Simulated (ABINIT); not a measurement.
# A GW chain in ABINIT: K2NaYF6 (Fm-3m), part 2 of 2

Wanted: ground state, empty states, screening and self-energy for K2NaYF6 (Fm-3m).

ABINIT 10.8.3; PBEsol and many-body steps on it, plane waves. Known limits of the many-body steps: not at the basis limit; no spin-orbit coupling; coarse k mesh.

So far. Step 2 (Ground state): The gap is direct, at Γ. Step 3 (Empty states on the mesh, 2×2×2 mesh, 279 bands): On this mesh the gap is 6.161 eV.

**4. Screening, 2×2×2 mesh, 255 bands, screening to 130.6 eV**

The RPA dielectric matrix is built and inverted for each q.

This step: RPA screening on PBEsol, plane waves, norm-conserving pseudopotentials.

File run.abi:

```
acell 3*1.0 Angstrom
rprim 
  -0.000000000000 4.458286000000 4.458286000000
  4.458286000000 0.000000000000 4.458286000000
  4.458286000000 4.458286000000 0.000000000000
ntypat 4
znucl 19 11 39 9
natom 10
typat 1 1 2 3 4 4 4 4 4 4
xred 
  0.750000000000 0.750000000000 0.750000000000
  0.250000000000 0.250000000000 0.250000000000
  0.500000000000 0.500000000000 0.500000000000
  0.000000000000 -0.000000000000 0.000000000000
  0.755598000000 0.244402000000 0.244402000000
  0.244402000000 0.244402000000 0.755598000000
  0.244402000000 0.755598000000 0.755598000000
  0.244402000000 0.755598000000 0.244402000000
  0.755598000000 0.244402000000 0.755598000000
  0.755598000000 0.755598000000 0.244402000000
pp_dirpath "pseudos"
pseudos "K.upf, Na.upf, Y.upf, F.upf"
ecut 38
ngkpt 2 2 2
nshiftk 1
shiftk 0 0 0
kptopt 1
chksymbreak 0
istwfk *1
occopt 1
irdwfk 1
optdriver 3
nband 255
ecuteps 4.8
inclvkb 2
awtr 1
symchi 1
indata_prefix "in"
outdata_prefix "out"
tmpdata_prefix "tmp"
```

On the command line:

```bash
$ OMP_NUM_THREADS=1 mpirun -n 4 abinit run.abi > log
```

Numbers of over 12 decimals in the logs are rounded to 6 here.

The program printed:

```text
.Version 10.8.3 of ABINIT. v10.8.2 released Aug 2026.

 Symmetries : space group Fm -3 m (#225); Bravais cF (face-center cubic)
[... echo of the input left out ...]
== DATASET  1 ==================================================================
-   mpi_nproc: 4, omp_nthreads: 1 (-1 if OMP is not activated)

--- !DatasetInfo
iteration_state: {dtset: 1, }
dimensions: {natom: 10, nkpt: 3, mband: 255, nsppol: 1, nspinor: 1, nspden: 1, mpw: 13424, }
cutoff_energies: {ecut:  38.0, pawecutdg:  -1.0, }
electrons: {nelect:   8.00000000E+01, charge:   0.00000000E+00, occopt:   1.00000000E+00, tsmear:   1.00000000E-02, }

 SCREENING: Calculation of the susceptibility and dielectric matrices

 Based on a program developped by R.W. Godby, V. Olevano, G. Onida, and L. Reining.
 Incorporated in ABINIT by V. Olevano, G.-M. Rignanese, and M. Torrent.
.Using double precision arithmetic ; gwpc =  8

[... cell and pseudopotentials left out ...]
--------------------------------------------------------------------------------

 ==== K-mesh for the wavefunctions ====
 Number of points in the irreducible wedge :     3
[... list of points left out ...]
 Together with 48 symmetry operations and time-reversal symmetry
 yields     8 points in the full Brillouin Zone.

 ==== Q-mesh for the screening function ====
 Number of points in the irreducible wedge :     3
[... list of points left out ...]
 Together with 48 symmetry operations and time-reversal symmetry
 yields     8 points in the full Brillouin Zone.

 setmesh: FFT mesh size selected  =    45x   45x   45
          total number of points  =        91125

 vcoul_init : cutoff-mode = AUXILIARY_FUNCTION
 q-points for optical limit:   1
     1)      0.000010    0.000020    0.000030

- screening: taking advantage of time-reversal symmetry
- Maximum band index for partially occupied states nbvw = 40
- Remaining bands to be divided among processors   nbcw = 215
- Number of bands treated by each node ~53

 Number of electrons calculated from density =   80.0000; Expected =   80.0000
 average of density, n =  0.066890
 r_s =    1.5282
 omega_plasma =   24.9480 [eV]

 calculating chi0 at frequencies [eV] :
  1    0.000000E+00    0.000000E+00
  2    0.000000E+00    2.494798E+01

--------------------------------------------------------------------------------
  q-point number  1        q = ( 0.000000, 0.000000, 0.000000) [r.l.u.]
--------------------------------------------------------------------------------
[... chi0 elements left out ...]
 For q-point:  0.000010 0.000020 0.000030
  dielectric constant =   1.9340
  dielectric constant without local fields =   2.1299

  Average fulfillment of the sum rule on Im[epsilon] for q-point    1 :     54.49  [%]
[... wings left out ...]
  q-point number  2        q = ( 0.500000, 0.000000, 0.000000) [r.l.u.]
--------------------------------------------------------------------------------
[... chi0 elements left out ...]
  Average fulfillment of the sum rule on Im[epsilon] for q-point    2 :     58.41  [%]

 [... 1 further q-points ...]
```

The job ended after 2.2 min (4 MPI ranks of Arm Neoverse V2, shared host; peak memory 2.9 GiB; 8.6 min of CPU time).

Numbers from this step:

| Property | Result |
| --- | --- |
| ε∞ with local fields, on this mesh, along the program's q direction | 1.934 |
| the same without local fields | 2.130 |
| plasma frequency | 24.95 eV |
| plane waves in the screening matrix | 609 |

Local fields lower ε∞ by 9 %. On a Γ-centred mesh this coarse the value itself is usually too large, while a short band sum pulls it down.

**5. Self-energy, 2×2×2 mesh, 255 bands, screening to 130.6 eV**

The self-energy is evaluated for the states that the input lists, and the levels follow from it, in one-shot runs by the linearised quasiparticle equation.

This step: G0W0 on PBEsol, plane waves, norm-conserving pseudopotentials.

run.abi: that of step 4 with these lines changed.

```diff
@@ -31,8 +31,15 @@
 irdwfk 1
-optdriver 3
+optdriver 4
 nband 255
+gwcalctyp 0
+ecutsigx 38
+symsigma 1
+nkptgw 1
+kptgw 
+  0.0000000000 0.0000000000 0.0000000000
+bdgw 
+  38 44
 ecuteps 4.8
-inclvkb 2
-awtr 1
-symchi 1
+irdscr 1
+ppmodel 1
 indata_prefix "in"
```

The program printed:

```text
.Version 10.8.3 of ABINIT. v10.8.2 released Aug 2026.

 Symmetries : space group Fm -3 m (#225); Bravais cF (face-center cubic)
[... echo of the input left out ...]
== DATASET  1 ==================================================================
-   mpi_nproc: 4, omp_nthreads: 1 (-1 if OMP is not activated)

--- !DatasetInfo
iteration_state: {dtset: 1, }
dimensions: {natom: 10, nkpt: 3, mband: 255, nsppol: 1, nspinor: 1, nspden: 1, mpw: 13424, }
cutoff_energies: {ecut:  38.0, pawecutdg:  -1.0, }
electrons: {nelect:   8.00000000E+01, charge:   0.00000000E+00, occopt:   1.00000000E+00, tsmear:   1.00000000E-02, }

 SIGMA: Calculation of the GW corrections

 Based on a program developped by R.W. Godby, V. Olevano, G. Onida, and L. Reining.
 Incorporated in ABINIT by V. Olevano, G.-M. Rignanese, and M. Torrent.
.Using double precision arithmetic ; gwpc =  8

[... cell and pseudopotentials left out ...]
--------------------------------------------------------------------------------

 ==== K-mesh for the wavefunctions ====
 Number of points in the irreducible wedge :     3
[... list of points left out ...]
 Together with 48 symmetry operations and time-reversal symmetry
 yields     8 points in the full Brillouin Zone.

 ==== Q-mesh for screening function ====
 Number of points in the irreducible wedge :     3
[... list of points left out ...]
 Together with 48 symmetry operations and time-reversal symmetry
 yields     8 points in the full Brillouin Zone.

 vcoul_init : cutoff-mode = AUXILIARY_FUNCTION
 q-points for optical limit:   1
     1)      0.000010    0.000020    0.000030
 setmesh: FFT mesh size selected  =    72x   72x   72
          total number of points  =       373248

 Number of electrons calculated from density =   80.0000; Expected =   80.0000
 average of density, n =  0.066890
 r_s =    1.5282
 omega_plasma =   24.9480 [eV]

 === KS Band Gaps ===
  >>>> For spin  1
   Minimum direct gap =   6.1610 [eV], located at k-point      :   0.0000  0.0000  0.0000
   Fundamental gap    =   6.1610 [eV], Top of valence bands at :   0.0000  0.0000  0.0000
                                       Bottom of conduction at :   0.0000  0.0000  0.0000
 SIGMA fundamental parameters:
 PLASMON POLE MODEL  1
 number of plane-waves for SigmaX                13371
 number of plane-waves for SigmaC and W            609
 number of plane-waves for wavefunctions         13371
 number of bands                                   255
 number of independent spin polarizations            1
 number of spinorial components                      1
 number of k-points in IBZ                           3
 number of q-points in IBZ                           3
 number of symmetry operations                      48
 number of k-points in BZ                            8
 number of q-points in BZ                            8
 number of frequencies for dSigma/dE                 9
 frequency step for dSigma/dE [eV]                0.25
 number of omega for Sigma on real axis              0
 max omega for Sigma on real axis  [eV]           0.00
 zcut for avoiding poles [eV]                     0.10

 EPSILON^-1 parameters (SCR file):
 dimension of the eps^-1 matrix on file            609
 dimension of the eps^-1 matrix used               609
 number of plane-waves for wavefunctions         13371
 number of bands                                   255
 number of q-points in IBZ                           3
 number of frequencies                               2
 number of real frequencies                          1
 number of imag frequencies                          1

 matrix elements of self-energy operator (all in [eV])

 Perturbative Calculation

--- !SelfEnergy_ee
iteration_state: {dtset: 1, }
kpoint     : [   0.000,    0.000,    0.000, ]
spin       : 1
KS_gap     :    6.161
QP_gap     :    9.540
Delta_QP_KS:    3.379
data: !SigmaeeData |
     Band     E0 <VxcDFT>   SigX SigC(E0)      Z dSigC/dE  Sig(E)    E-E0       E
       38  -0.772 -22.132 -29.441   4.931   0.808  -0.237 -24.054  -1.922  -2.694
       39  -0.772 -22.132 -29.441   4.931   0.808  -0.237 -24.054  -1.922  -2.694
       40  -0.772 -22.132 -29.441   4.931   0.808  -0.237 -24.054  -1.922  -2.694
       41   5.389  -8.175  -3.998  -2.562   0.902  -0.109  -6.718   1.457   6.846
       42   7.505 -13.709  -7.709  -2.845   0.875  -0.142 -10.947   2.763  10.267
       43   7.505 -13.709  -7.709  -2.845   0.875  -0.142 -10.947   2.763  10.267
       44   7.505 -13.709  -7.709  -2.845   0.875  -0.142 -10.947   2.763  10.267

== END DATASET(S) ==============================================================
================================================================================

 -outvars: echo values of variables after computation  --------
           etotal      0.0000000000E+00
            nband         255
             nkpt           3
          spgroup         225
 [... the other variables as echoed above ...]

 Calculation completed.
```

It took 25 s on 4 MPI ranks; peak memory 2.2 GiB; 1.7 min of CPU time.

Numbers from this step:

```
G0W0 gap on the points computed              : 9.54 eV
starting gap on the mesh                     : 6.161 eV
k of the valence top                         : 0, 0, 0
k of the conduction bottom                   : 0, 0, 0
Z at the valence top                         : 0.808
Z at the conduction bottom                   : 0.902
least direct G0W0 gap on the computed points : 9.54 eV
```

The gap on the mesh goes from 6.16 eV to 9.54 eV, a correction of +3.38 eV.

Limits: finite bands, cutoff and mesh; no spin-orbit coupling; coarse k mesh. v1 is the top filled band, c1 the lowest empty one. Levels before and after the correction, in eV, zero at the valence-band top of each column:

```
           conduction bottom  valence top
Kohn-Sham               6.16         0.00
     G0W0               9.54         0.00
```

```
             level  energy (eV)
Kohn-Sham  Γ v3-v1        0.000
Kohn-Sham     Γ c1        6.161
Kohn-Sham  Γ c2-c4        8.277
     G0W0  Γ v3-v1        0.000
     G0W0     Γ c1        9.540
     G0W0  Γ c2-c4       12.961
```

**6. Where the time went**

Times are wall times on the hardware named with each run, good to a factor of about two.

```
                    step     time  share  memory (GiB)
            ground state     96 s   21 %          0.79
empty states on the mesh  3.4 min   45 %          0.53
               screening  2.2 min   29 %           2.9
             self-energy     25 s    6 %           2.2
```

**7. What came out**

```yaml
pbesol_gap: 6.16 eV, direct
g0w0_gap_on_the_mesh: 9.54 eV
gw_settings: 2×2×2 mesh, 255 bands, screening to 130.6 eV, Godby-Needs plasmon pole
known_limits: not at the basis limit; no spin-orbit coupling; coarse k mesh
```

G0W0 moves the gap on the mesh from 6.16 eV to 9.54 eV (+3.38 eV), with Z of 0.81 and 0.90 at the edges. Local fields lower the RPA ε∞ on this mesh from 2.13 to 1.93; a Γ-centred mesh this coarse tends to raise both, most where the direct gap is narrow, while a short band sum lowers them. Only 1 of the mesh's irreducible points was corrected, so a valley elsewhere could overtake. The dearest step here is «empty states on the mesh». Bands and cutoff are finite, so the gap is not at the basis limit. The miss can reach some tenths of an eV and take either sign; the mesh is an error of its own. In the G0W0 run levels were corrected at 1 k point alone, so a gap called «on the mesh» is the least over those, and an edge elsewhere would be missed. The 2×2×2 mesh is coarse for this cell, which bears on the long-range parts of exchange and screening. The many-body steps are scalar-relativistic: spin-orbit coupling is not in them.

[Paths, hosts, dates, memory and timing lines, banners, echoed tables and standing remarks are left out of the program output.]

[Logs are printed without paths, hosts, clocks, repeated set-up lines and the standing remarks that a program may print on its own settings, such as how far it seeks lower states.]

[Runs of the session that timed out or met a known fault of the program may be left out.]

[Hosts, paths, dates, database ids (printed as entryN), source tags and the programs' standing remarks are cut or masked in the printed files.]

[G0W0 gaps are taken among the corrected bands and points alone; a level outside them can change the order at an edge.]

[Where Ansatz stands beside ABINIT at settings called matched, ABINIT's density can come from a denser mesh and the files from another edition; pairs whose starting gaps differed by over 0.03 eV were left out, so agreement reads better than it is.]
